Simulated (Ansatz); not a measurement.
**Y (P6_3/mmc, 2 atoms in the cell): modes against biaxial strain in the (0001) plane, that of a and b**

Wanted: the shifts of the zone-centre modes of Y (P6_3/mmc, 2 atoms in the cell) with strain.

Program: Ansatz 0.2.0. Level of theory: DFT LDA, scalar-relativistic, plane waves, PAW; PAW set soft_1. Results are calculated unless marked as measured.

## Step 1: The structure

It takes space group P6_3/mmc (No. 194, hexagonal). The conventional cell has a = 3.647 Å, b = 3.647 Å, c = 5.731 Å, α = 90.00°, β = 90.00°, γ = 120.00°. Nearest to Y lie 12 Y at 3.56 to 3.65 Å.

Structure file:

```cif
data_structure
_symmetry_space_group_name_H-M 'P 1'
_symmetry_Int_Tables_number 1
_cell_length_a 3.6474
_cell_length_b 3.6474
_cell_length_c 5.7306
_cell_angle_alpha 90.000
_cell_angle_beta 90.000
_cell_angle_gamma 120.000
_cell_volume 66.02
loop_
_atom_site_label
_atom_site_type_symbol
_atom_site_fract_x
_atom_site_fract_y
_atom_site_fract_z
_atom_site_occupancy
Y1 Y 0.33333 0.66667 0.25000 1
Y2 Y 0.66667 0.33333 0.75000 1
```

## Step 2: Relaxation

Harmonic phonons are second derivatives at a point where the forces vanish, and they are wanted at zero stress, so atoms and cell are relaxed first.

File input.yaml:

```yaml
crystal:
  lattice:
    - [3.6474, 0.0, 0.0]
    - [-1.8237, 3.1587410578, 0.0]
    - [0.0, 0.0, 5.7306]
  atoms:
    - { symbol: "Y", position: [0.33333333, 0.66666667, 0.25] }
    - { symbol: "Y", position: [0.66666667, 0.33333333, 0.75] }
kpoints:
  mp_grid: { grid: [15, 15, 8] }
hamiltonian:
  xc: lda
  pseudopotentials: { kind: paw, azcp: { folder: soft_1 }, xc_functional: pbe }
scf:
  occupations: { method: gaussian, width: 0.1 }
output:
  forces: true
  stress: true
  eigenvalues: true
  write_density: true
  write_potential: true
  elf: true
  volumetric_format: npy
relax:
  adjacent_minimum: "off"
  f_tol: 0.005
  max_steps: 80
  cell: { stress_tol: 0.05 }
```

On the command line:

```sh
ansatz run input.yaml --threads 4 --pin off --max-ram 10240MiB --backend cpu --events-out ev --progress --plain --runs-dir out
```

Numbers of over 12 decimals in the logs are rounded to 6 here.

The program printed:

```text
Engine: ansatz 0.2.0, x86_64-unknown-linux-gnu
Pseudopotentials: kind: paw
Pseudopotential: Y, paw, valence charge 11, recommended cutoff 420 eV (normal), soft_1/Y.paw.azcp
Functional definition: SPW92
  exchange = slater_x
  correlation = pw_c
Crystal: 2 atoms, lattice volume = 66.023 Å³
Basis set: ecut = 420 eV, 1267 PW (Γ)
Bands: 15, of which v1, the nominal top of the filled ones, is band 11 counted from 1 (10 counted from 0)
Symmetry: 24 space group operations
Space group: P63/mmc (ITA 194), of the structure as read, at distance tolerance 4.0e-5 Å
k-points: 135 of 1800
Non-local potential: Y, projectors of the file, l = 0: 3, l = 1: 2, l = 2: 2, l = 3: 1
PAW form: soft (Blöchl's): semilocal exchange-correlation on the pseudo side does not see the compensation charge
PAW frozen core: Y, regenerated for the run's functional, and the local potential with it (the file was generated under x = pbe(κ = 0.804, μ = 0.219515), c = pbe(β = 0.066725))
PAW one-centre angular grid: Y, 590 points (default); XC on 64 Gauss nodes
Initial density: superposition of atomic densities (chi_scale 0.1, normalization cell)
Initial wavefunctions: pseudopotential atomic-orbital guess
Functional: x = slater, c = lda
SCF iter   1: F=—  HF=-7491.136724 eV  |F-HF|=—  |Δ(HF+E_count)|=         —  Δρ=1.19e-2  dr2=1.57e-1  ethr=3.10e-3  ⟨swp⟩=4.4  Hψ=8839  notcnv=0
preconditioner: auto → Kerker (q_TF=auto, 2.272 Å⁻¹)  [metal: Δε(μ)=0.009 eV  Ē_g=2.557 eV  σ=0.100 eV  W_gap=0.05  n_scr=22 (ndim 8)  ℏωp=11.2 eV  f_vac=0.000  D(μ)=3.79/eV (n_scr^D=34)]
SCF iter   2: F=—  HF=-7491.103120 eV  |F-HF|=—  |Δ(HF+E_count)|=   3.36e-2  Δρ=7.73e-3  dr2=6.47e-2  ethr=7.15e-4  ⟨swp⟩=1.2  Hψ=3149  notcnv=0  defer=1
SCF iter   3: F=—  HF=-7491.081135 eV  |F-HF|=—  |Δ(HF+E_count)|=   2.20e-2  Δρ=9.54e-4  dr2=6.32e-4  ethr=2.94e-4  ⟨swp⟩=3.0  Hψ=3881  notcnv=0  defer=1
SCF iter   4: F=—  HF=-7491.081148 eV  |F-HF|=—  |Δ(HF+E_count)|=   1.24e-5  Δρ=1.90e-4  dr2=2.16e-5  ethr=2.87e-6  ⟨swp⟩=1.8  Hψ=2240  notcnv=0  defer=1
SCF iter   5: F=—  HF=-7491.081146 eV  |F-HF|=—  |Δ(HF+E_count)|=   1.23e-6  Δρ=3.80e-5  dr2=7.56e-7  ethr=9.82e-8  ⟨swp⟩=2.2  Hψ=3436  notcnv=0  defer=1
SCF iter   6: F=-7491.081147 eV  HF=-7491.081147 eV  |F-HF|=3.61e-9  |Δ(HF+E_count)|=   1.72e-7  Δρ=7.08e-6  dr2=2.10e-8  ethr=4.55e-10  ⟨swp⟩=8.4  Hψ=12642  notcnv=0
SCF 1 converged in 6 iterations: F = -7491.081147 eV  dr2 = 2.10e-8
  greatest PAW one-centre occupation: 0.992 electrons in one spin orbital (limit 2), on the Y atom at site 1 (counted from 0), in its partial waves of l = 0
relax step   1: F+E_penalty+E_count = -7491.08114653 eV  Δ(F+E_penalty+E_count) = +0.000e0 eV  max|allowed force component| = 6.939e-17 eV/Å  Δτ_max = 0.0000 Å  P = -3.827 GPa  Ω = 66.023 Å³  (6 SCF iters, dr2 threshold 1.00e-7 eV, accepted)
Crystal: 2 atoms, lattice volume = 59.782 Å³
Basis set: ecut = 420 eV, 1153 PW (Γ)
Initial density: handed on by an earlier stage of this run
Initial wavefunctions: those handed on with the density
iter 1 solved again at ethr=1.72e-6 eV; its pass at ethr=3.10e-3 eV (dr2=3.79e-4 eV) is discarded
SCF iter   1: F=—  HF=-7491.161092 eV  |F-HF|=—  |Δ(HF+E_count)|=         —  Δρ=1.13e-3  dr2=4.39e-4  ethr=1.72e-6  ⟨swp⟩=2.1  Hψ=15393  notcnv=0
preconditioner: auto → Kerker (q_TF=auto, 2.310 Å⁻¹)  [metal: Δε(μ)=0.007 eV  Ē_g=2.644 eV  σ=0.100 eV  W_gap=0.04  n_scr=10 (ndim 8)  ℏωp=11.8 eV  f_vac=0.000  D(μ)=3.44/eV (n_scr^D=34)]
SCF iter   2: F=—  HF=-7491.161097 eV  |F-HF|=—  |Δ(HF+E_count)|=   4.78e-6  Δρ=6.30e-4  dr2=1.42e-4  ethr=1.72e-6  ⟨swp⟩=1.9  Hψ=3210  notcnv=0
SCF iter   3: F=—  HF=-7491.161121 eV  |F-HF|=—  |Δ(HF+E_count)|=   2.46e-5  Δρ=7.57e-5  dr2=3.22e-6  ethr=6.46e-7  ⟨swp⟩=2.2  Hψ=3350  notcnv=0
SCF iter   4: F=-7491.161121 eV  HF=-7491.161121 eV  |F-HF|=7.22e-9  |Δ(HF+E_count)|=   1.63e-8  Δρ=1.08e-5  dr2=6.84e-8  ethr=9.09e-10  ⟨swp⟩=6.1  Hψ=12351  notcnv=0
SCF 2 converged in 4 iterations: F = -7491.161121 eV  dr2 = 6.84e-8
relax step   2: F+E_penalty+E_count = -7491.16112148 eV  Δ(F+E_penalty+E_count) = -7.997e-2 eV  max|allowed force component| = 6.939e-18 eV/Å  Δτ_max = 0.0000 Å  P = +0.054 GPa  Ω = 59.782 Å³  energy of the carried Pulay correction = +1.542e-4 eV  (4 SCF iters, dr2 threshold 2.00e-7 eV, accepted)
Crystal: 2 atoms, lattice volume = 59.860 Å³
iter 1 solved again at ethr=1.76e-9 eV; its pass at ethr=3.10e-3 eV (dr2=3.87e-7 eV) is discarded
SCF iter   1: F=—  HF=-7491.161135 eV  |F-HF|=—  |Δ(HF+E_count)|=         —  Δρ=1.85e-5  dr2=1.53e-7  ethr=1.76e-9  ⟨swp⟩=3.4  Hψ=14697  notcnv=0
preconditioner: auto → Kerker (q_TF=auto, 2.309 Å⁻¹)  [metal: Δε(μ)=0.007 eV  Ē_g=2.642 eV  σ=0.100 eV  W_gap=0.04  n_scr=10 (ndim 8)  ℏωp=11.8 eV  f_vac=0.000  D(μ)=3.44/eV (n_scr^D=34)]
SCF iter   2: F=—  HF=-7491.161135 eV  |F-HF|=—  |Δ(HF+E_count)|=   2.80e-9  Δρ=1.05e-5  dr2=5.25e-8  ethr=6.95e-10  ⟨swp⟩=1.3  Hψ=2490  notcnv=0
SCF iter   3: F=-7491.161135 eV  HF=-7491.161135 eV  |F-HF|=5.09e-10  |Δ(HF+E_count)|=   3.94e-9  Δρ=1.35e-6  dr2=1.45e-9  ethr=5.00e-11  ⟨swp⟩=5.1  Hψ=10987  notcnv=0
SCF 3 converged in 3 iterations: F = -7491.161135 eV  dr2 = 1.45e-9
relax step   3: F+E_penalty+E_count = -7491.16113466 eV  Δ(F+E_penalty+E_count) = -1.318e-5 eV  max|allowed force component| = 1.295e-16 eV/Å  Δτ_max = 0.0000 Å  P = -0.003 GPa  Ω = 59.860 Å³  energy of the carried Pulay correction = +1.522e-4 eV  (3 SCF iters, dr2 threshold 1.10e-8 eV, accepted)
Initial wavefunctions: pseudopotential atomic-orbital guess (no wavefunctions were taken with the density)
iter 1 solved again at ethr=1.76e-7 eV; its pass at ethr=3.10e-3 eV (dr2=3.86e-5 eV) is discarded
SCF iter   1: F=—  HF=-7491.160950 eV  |F-HF|=—  |Δ(HF+E_count)|=         —  Δρ=5.49e-5  dr2=2.24e-7  ethr=1.76e-7  ⟨swp⟩=3.1  Hψ=15150  notcnv=0
SCF iter   2: F=—  HF=-7491.160950 eV  |F-HF|=—  |Δ(HF+E_count)|=   2.83e-8  Δρ=2.82e-5  dr2=5.81e-8  ethr=1.02e-9  ⟨swp⟩=2.0  Hψ=2604  notcnv=0
SCF iter   3: F=—  HF=-7491.160950 eV  |F-HF|=—  |Δ(HF+E_count)|=  4.02e-10  Δρ=8.41e-7  dr2=1.87e-10  ethr=2.64e-10  ⟨swp⟩=2.0  Hψ=2587  notcnv=0
SCF iter   4: F=-7491.160950 eV  HF=-7491.160950 eV  |F-HF|=2.73e-12  |Δ(HF+E_count)|=  5.55e-11  Δρ=1.27e-7  dr2=5.65e-12  ethr=1.00e-12  ⟨swp⟩=6.4  Hψ=9415  notcnv=0
SCF 4 converged in 4 iterations: F = -7491.160950 eV  dr2 = 5.65e-12
relax step   4: F+E_penalty+E_count = -7491.16095032 eV  Δ(F+E_penalty+E_count) = +1.843e-4 eV  max|allowed force component| = 1.110e-16 eV/Å  Δτ_max = 0.0000 Å  P = -0.002 GPa  Ω = 59.860 Å³  stress off target by 1.40e-2 GPa  SCF on the basis re-selected at this cell (its energy is not comparable with the rows above)  (4 SCF iters)
basis re-selected at this cell: Δ(F+E_penalty+E_count) = +1.843e-4 eV, ΔP = +0.001 GPa vs the last step (what re-selecting the basis moved, of the pressure what is left beyond the Pulay correction that the steps carried, after the strain that the cell walked since its last selection, with what the two solves' SCF thresholds leave and, on support functions, any second-order correction that the steps lacked; it is no measure of the basis error at this ecutwfc). The dense FFT grid was sized anew with the basis: this SCF ran on 24×24×40 points, the steps before it on 25×25×40, so part of this shift can come from that change (see relax.cell in the input reference). [rest of the remark cut]
SCF converged after 4 iterations
Free energy (F): -7491.160950 eV
Harris-Foulkes:  -7491.160950 eV  (|F-HF|=2.73e-12)
Internal energy: -7491.143739 eV  (E = F + TS)
E sigma→0 (E₀):  -7491.152345 eV
Entropy (-TS):   -0.017212 eV (-8.606 meV/atom)
Fermi energy:    10.215366 eV
--- Per-component energies (eV) ---
  E_band       = -219.828015
  E_kinetic    = 634.225205
  E_local      = -1145.469909  (includes V_loc(G=0)·N_el)
  E_nonlocal   = 62.170123
  E_hartree    = 361.432747
  E_xc         = -354.240928
  E_vxc        = -410.327393  (∫ρ·V_xc dr)
  E_paw        = -5429.703524  (= ΣΔE_a)
  E_vpaw       = -83.291557  (= ΣTr[D̂ρ^β])
  E_aug_tail   = 0.000046  (compensation charges beyond the density's cutoff)
  E_ewald      = -1620.216667
  E_core_change = 0.659170  (= ΣΔE_core)
  E_smearing   = -0.017212  (= −TS)
  E_closure    = -0.000000  (closes the sum)
  Σ components = -7491.160950   (vs F -7491.160950, Δ=0.00e0)
--- Forces (eV/Å), atoms counted from 1 ---
  atom   1  Y      0.00000000    -0.00000000     0.00000000
  atom   2  Y     -0.00000000     0.00000000    -0.00000000
  max |Σ_I F_I| component: 9.25e-18 eV/Å
--- Stress (GPa, compression-positive) ---
        0.003878       0.000000      -0.000000
        0.000000       0.003878      -0.000000
        0.000000      -0.000000      -0.013964
  P = ⅓ Tr σ = -0.0021 GPa (-0.021 kbar)
--- Band table (eV; the first three rows and the last of 135) ---
  k-point 0: bands = [... 7 lower, -11.7446, 5.4368, 8.2118, 11.5431, 11.9724, 11.9724, 12.4003, 12.6682]
  k-point 1: bands = [... 7 lower, -11.7789, 5.5522, 8.1681, 11.3928, 11.8993, 11.8993, 12.2888, 12.5629]
  k-point 2: bands = [... 7 lower, -11.8174, 5.8849, 7.9845, 11.1245, 11.7967, 11.7967, 11.9877, 12.3207]
  k-point 134: bands = [... 7 lower, -11.8826, 9.7526, 9.7526, 9.8063, 9.8063, 10.7694, 10.7694, 13.1123]
--- Relaxed structure (3 steps of the walk, 3 accepted, 1 SCFs on fresh bases) ---
  F+E_penalty+E_count = -7491.16095032 eV   max|allowed force component| = 1.110e-16 eV/Å   (the final SCF, on the basis selected at the relaxed cell)
  cell:  # Å, volume = 59.8602 Å³
    - [3.543024, 0.0, 0]
    - [-1.771512, 3.068348, -3.9603667723233136e-18]
    - [0, -7.184912409823936e-18, 5.506295]
  atoms:
    - { symbol: Y, position: [0.333333, 0.666667, 0.25] }
    - { symbol: Y, position: [0.666667, 0.333333, 0.750000] }
```

Wall time 16 s (4 threads of AMD EPYC (Zen 3), shared host); peak memory 0.47 GiB.

Relaxation path:

```tsv
step	energy less that of the first step (eV)	largest force component (eV/Å)	pressure (GPa)	volume (Å³)
1	0.0000	0.0000	-3.83	66.02
2	-0.0800	0.0000	0.05	59.78
3	-0.0800	0.0000	0.00	59.86
4*	-0.0798	0.0000	0.00	59.86
```

Relaxation steps marked * repeat the geometry before them on a plane-wave basis chosen anew for their cell, so energy and pressure can jump there.

The run keeps the 24 symmetry operations that it works with, so distortions that break them were not tested.

```tsv
conventional cell, symmetrised	before	after	change
a (Å)	3.647	3.543	-2.9 %
b (Å)	3.647	3.543	-2.9 %
c (Å)	5.731	5.506	-3.9 %
volume (Å³/atom)	33.01	29.93	-9.3 %
```

The relaxed structure:

```xyz
2
Lattice="3.5430 0.0000 0.0000 -1.7715 3.0683 0.0000 0.0000 0.0000 5.5063" Properties=species:S:1:pos:R:3 pbc="T T T"
Y     0.0000    2.0456    1.3766
Y     1.7715    1.0228    4.1297
```

Numbers from this step:

```
pressure          : -0.002069 GPa
volume per atom   : 29.93 Å³
gap on the k-mesh : 0 eV
```

ELF in the ac plane at fractional y = 0.333, with atoms of Y within 0.2 Å of it. It is the smooth field of the valence electrons, not physical close to the nuclei.

Ten even steps from '_' (0.13) to '@' (0.84), each cell a mean:
```
..--====::______..::..______
__::==--..____--**####==::__
__..--::____--%%@@@@@@%%**..
____....__::##@@@@%%%%@@@@==
____..____--%%@@%%++**@@@@**
____..____--%%@@%%++**@@@@++
____::..__..**@@@@@@@@@@%%--
__..--::____::##@@@@@@%%++..
__::==--..____::++**++--..__
::--==--::..______..________
::::::::::..................
__________..::--======--::..
____________..==**##**++::__
____....______--**####==..__
__::--::..____::++##**==..__
..::==--..____::++##**--..__
__..::::..____::++##**==..__
____..________--**####==..__
____________..==++****==::..
..______....::----------::..
::::::::::..................
```
Columns run along a (3.5 Å), rows up along c (5.5 Å). Atoms in or near the plane, at fractional coordinates: Y at (0.67, 0.75).

Electrostatic potential energy in the ac plane at fractional y = 0.333, with atoms of Y within 0.2 Å of it. With pseudopotentials it is smooth inside the atoms' cores, unlike the true potential.

Ten even steps from '0' (-46 eV) to '9' (12 eV), each cell a mean:
```
99999998888899
99999987555688
99999874212368
89999851000136
89998740000026
89999740000026
89999862000147
99999875322468
99999987666789
99999999888999
99999999999999
99999999999999
99889999999999
88888999999999
87778899999999
87778899999999
88778899999999
88888999999999
99999999999999
99999999999999
99999999999999
```
Columns run along a (3.5 Å; values clipped at the 3rd and 97th percentile), rows up along c (5.5 Å). Atoms in or near the plane, at fractional coordinates: Y at (0.67, 0.75).

Valence density in the ac plane at fractional y = 0.333, with atoms of Y within 0.2 Å of it. It is the smooth field of the valence electrons, not physical close to the nuclei.

Ten even steps from '0' (0.1 e/Å³) to '9' (3.4 e/Å³), each cell a mean:
```
00000000000000
00000001222100
00000013566410
00000026999741
00000038989951
00000038999951
00000015899631
00000002455310
00000000121100
00000000000000
00000000000000
00000000000000
00000000000000
00000000000000
00000000000000
00100000000000
00000000000000
00000000000000
00000000000000
00000000000000
00000000000000
```
Columns run along a (3.5 Å), rows up along c (5.5 Å). Atoms in or near the plane, at fractional coordinates: Y at (0.67, 0.75).

In this step the volume went from 33.01 to 29.93 Å³/atom.

## Step 3: Relaxation

The relaxation is repeated from its end on the same settings, as a check that it has come to rest.

input.yaml, the sections that differ from step 2:

```yaml
crystal:
  lattice:
    - [3.5430235188, 0.0, 0.0]
    - [-1.7715117594, 3.0683483735, 0.0]
    - [0.0, 0.0, 5.5062951242]
  atoms:
    - { symbol: "Y", position: [0.3333333333, 0.6666666667, 0.25] }
    - { symbol: "Y", position: [0.6666666667, 0.3333333333, 0.75] }
output:
  forces: true
  stress: true
  eigenvalues: true
# kpoints, hamiltonian, scf, relax: as in step 2
```

The program printed:

```text
[...]
Crystal: 2 atoms, lattice volume = 59.860 Å³
Basis set: ecut = 420 eV, 1153 PW (Γ)
Bands: 15, of which v1, the nominal top of the filled ones, is band 11 counted from 1 (10 counted from 0)
Symmetry: 24 space group operations
[...]
k-points: 135 of 1800
[...]
k-point 134: bands = [... 7 lower, -11.8826, 9.7526, 9.7526, 9.8063, 9.8063, 10.7694, 10.7694, 13.1123]
--- Relaxed structure (1 steps of the walk, 1 accepted, 1 SCFs on fresh bases) ---
[...]
cell:  # Å, volume = 59.8602 Å³
    - [3.543024, 0.0, 0.0]
    - [-1.771512, 3.068348, 0.0]
    - [0.0, 0.0, 5.5062951242]
  atoms:
    - { symbol: Y, position: [0.333333, 0.666667, 0.250000] }
    - { symbol: Y, position: [0.666667, 0.333333, 0.750000] }
[key lines of the parts left out:]
SCF converged after 4 iterations
Free energy (F): -7491.160950 eV
Fermi energy:    10.215367 eV
P = ⅓ Tr σ = -0.0021 GPa (-0.021 kbar)
```

It took 7 s on 4 threads; peak memory 0.44 GiB; 22 s of CPU time.

Little changed from the start: no atom moved by 0.005 Å and no cell edge by 0.1 %.

Numbers from this step:

```yaml
pressure: -0.002070 GPa
```

In this step the volume went from 29.93 to 29.93 Å³/atom.

## Step 4: Tight relaxation

Phonons need small forces and stress, so the relaxation is finished with tight tolerances on 15×15×8 k points.

input.yaml, as its differences from that of step 3:

```diff
@@ -14,3 +14,3 @@
 scf:
-  occupations: { method: gaussian, width: 0.1 }
+  occupations: { method: methfessel_paxton, width: 0.2 }
 output:
@@ -21,4 +21,4 @@
   adjacent_minimum: "off"
-  f_tol: 0.005
-  max_steps: 80
-  cell: { stress_tol: 0.05 }
+  f_tol: 0.001
+  max_steps: 60
+  cell: { stress_tol: 0.01 }
```

The program printed:

```text
[...]
Crystal: 2 atoms, lattice volume = 59.860 Å³
Basis set: ecut = 420 eV, 1153 PW (Γ)
Bands: 15, of which v1, the nominal top of the filled ones, is band 11 counted from 1 (10 counted from 0)
Symmetry: 24 space group operations
[...]
k-points: 135 of 1800
[...]
k-point 134: bands = [... 7 lower, -11.8750, 9.7586, 9.7586, 9.8126, 9.8126, 10.7763, 10.7763, 13.1195]
--- Relaxed structure (2 steps of the walk, 2 accepted, 1 SCFs on fresh bases) ---
[...]
cell:  # Å, volume = 59.8293 Å³
    - [3.542333, 0.0, 0.0]
    - [-1.771167, 3.067751, 0.0]
    - [0.0, 0.0, 5.505593]
  atoms:
    - { symbol: Y, position: [0.333333, 0.666667, 0.250000] }
    - { symbol: Y, position: [0.666667, 0.333333, 0.750000] }
[key lines of the parts left out:]
SCF converged after 6 iterations
Free energy (F): -7491.151550 eV
Fermi energy:    10.222055 eV
P = ⅓ Tr σ = 0.0019 GPa (0.019 kbar)
```

It took 11 s on 4 threads; peak memory 0.44 GiB; 31 s of CPU time.

Little changed from the start: no atom moved by 0.005 Å and no cell edge by 0.1 %.

This step gave:

| Item | Value |
| --- | --- |
| pressure | 0.001948 GPa |
| volume per atom | 29.91 Å³ |

The forces vanish by symmetry and the pressure is 0.002 GPa, within the tolerances set. The cell now holds 29.91 Å³/atom.

(Continued in part 2 of 2.)

[Logs are printed without paths, hosts, clocks, repeated set-up lines and the standing remarks that a program may print on its own settings, such as how far it seeks lower states.]

[Hosts, paths, dates, database ids (printed as entryN), source tags and the programs' standing remarks are cut or masked in the printed files.]
